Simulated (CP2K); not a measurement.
3-methoxyfuran has these distinct O atoms: O2 (bonded to 2 C) and O6 (bonded to 2 C).

```xyz
13

C     2.1260    0.2933    0.2071
O     1.2509   -0.8248    0.0024
C    -0.0765   -0.5155   -0.0692
C    -0.7199    0.7664    0.0083
C    -2.0590    0.5130   -0.1160
O    -2.2869   -0.8265   -0.2636
C    -1.0627   -1.4552   -0.2340
H     3.1378   -0.1222    0.2576
H     2.0617    1.0079   -0.6291
H     1.8924    0.8104    1.1510
H    -0.2615    1.7395    0.1386
H    -2.9386    1.1454   -0.1209
H    -1.0639   -2.5318   -0.3321
```

Their partial O K spectra (CP2K XAS_TDP, all-electron GAPW, PBEh(45%), aug-cc-pVDZ, TDA, GW2X-corrected core level, no relativity) are given in random order, each times the number of alike atoms.

Gaussian full width 0.5 eV, oscillator strength per eV, alike atoms added, rows of zeros left out:

```tsv
E (eV)	curve 1	curve 2
534.75	0.000	0.005
535.00	0.000	0.030
535.25	0.000	0.051
535.50	0.000	0.022
535.75	0.000	0.002
536.25	0.003	0.000
536.50	0.021	0.000
536.75	0.036	0.000
537.00	0.023	0.000
537.25	0.011	0.000
537.50	0.003	0.000
537.75	0.004	0.001
538.00	0.016	0.003
538.25	0.030	0.015
538.50	0.045	0.027
538.75	0.050	0.021
539.00	0.041	0.028
539.25	0.028	0.045
539.50	0.032	0.053
539.75	0.019	0.029
540.00	0.007	0.017
540.25	0.005	0.020
540.50	0.007	0.019
540.75	0.005	0.011
541.00	0.006	0.005
541.25	0.010	0.005
541.50	0.009	0.004
541.75	0.007	0.002
542.00	0.013	0.003
542.25	0.014	0.005
542.50	0.009	0.007
```

Q: Which curve belongs to which atom?

Curve 1: O2 (bonded to 2 C), leading line at 536.71 eV (f = 0.018 an atom), ionisation energy 538.84 eV, term value 2.13 eV. Curve 2: O6 (bonded to 2 C), leading line at 535.22 eV (f = 0.028 an atom), ionisation energy 539.40 eV, term value 4.18 eV. The leading line of an atom is its first one with 35 % of the strongest within 2.5 eV of its lowest line over the strength cut. A line lies at the core ionisation energy, which rises as an atom loses charge to its neighbours or to a π system, less the term value, which is large for a low π* or σ* orbital with weight on that atom.

[Banner, clock and machine lines of the logs are left out without a mark of their own.]

[Logs are printed without paths, hosts, clocks, repeated set-up lines and the standing remarks that a program may print on its own settings, such as how far it seeks lower states.]

[Hosts, paths, dates, database ids (printed as entryN), source tags and the programs' standing remarks are cut or masked in the printed files.]
